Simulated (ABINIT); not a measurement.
Entries from a set of simulations; values are calculated unless marked as measured.

## Beyond one shot: MgS (F-43m)

Symmetry: F-43m, No. 216, cubic system. Conventional cell: a = 5.666 Å, b = 5.666 Å, c = 5.666 Å, α = 90.00°, β = 90.00°, γ = 90.00°. Nearest to Mg lie 4 S at 2.45 Å. Nearest to S lie 4 Mg at 2.45 Å. Farther neighbours, and contacts between anions beyond the nearest, are not listed.

```
method        : RPA screening on LDA from quasiparticle energies and orbitals, plane waves, norm-conserving pseudopotentials (and 4 further levels or steps)
program       : ABINIT 10.8.3
settings      : cutoff 38 Ha, PseudoDojo scalar-relativistic 0.4.1 standard, norm-conserving, ngkpt (4, 4, 4), nband 26, ecuteps 3.2 Ha, gwcalctyp 28, inclvkb 2, shiftk (0, 0, 0), symchi 1, awtr 1, frequency ppm, cycle 8, q points all but q = 0, 4×4×4 k-mesh
cost          : 25 runs, 7.3 min in all on 4 MPI ranks of Arm Neoverse V1, shared host
notes         : The cell and positions are those that the Materials Project relaxed with its own functionals (PBE, PBE+U or r2SCAN), kept fixed. This is not the form that MgS usually takes at ambient conditions. The 4×4×4 mesh is coarse for this cell, which bears on the long-range parts of exchange and screening.
G0W0          : 4.889 eV
QSGW, cycle 1 : 5.296 eV
QSGW, cycle 2 : 5.714 eV
QSGW, cycle 3 : 5.872 eV
QSGW, cycle 4 : 5.895 eV
QSGW, cycle 5 : 5.877 eV
QSGW, cycle 6 : 5.853 eV
QSGW, cycle 7 : 5.838 eV
QSGW, cycle 8 : 5.831 eV
known limits  : short of the basis limit; coarse k mesh
```

Only the bands that the input lists are updated; the higher empty ones keep the functional's energies. QSGW ends at 5.83 eV, +0.94 eV from G0W0, after 8 cycles that took 7.1 min beside the first screening; the last moved the gap by 0.007 eV.

[Long decimals in the printed logs are rounded to 6 places.]

[Logs are printed without paths, hosts, clocks, repeated set-up lines and the standing remarks that a program may print on its own settings, such as how far it seeks lower states.]

[Paths, hosts, dates, memory and timing lines, banners, echoed tables and standing remarks are left out of the program output; an Ansatz launch command may be rebuilt from the run's recorded settings. Measured values are a selection of at most five: reports struck by readers or far from the other reports are left out. None is set beside runs whose start may be inverted or whose files or cutoffs have a known fault.]

[Runs of the session that timed out or met a known fault of the program may be left out.]

[Hosts, paths, dates, database ids (printed as entryN), source tags and the programs' standing remarks are cut or masked in the printed files.]

[G0W0 gaps are taken among the corrected bands and points alone; a level outside them can change the order at an edge.]

[Where Ansatz stands beside ABINIT at settings called matched, ABINIT's density can come from a denser mesh and the files from another edition; pairs whose starting gaps differed by over 0.03 eV were left out, so agreement reads better than it is.]
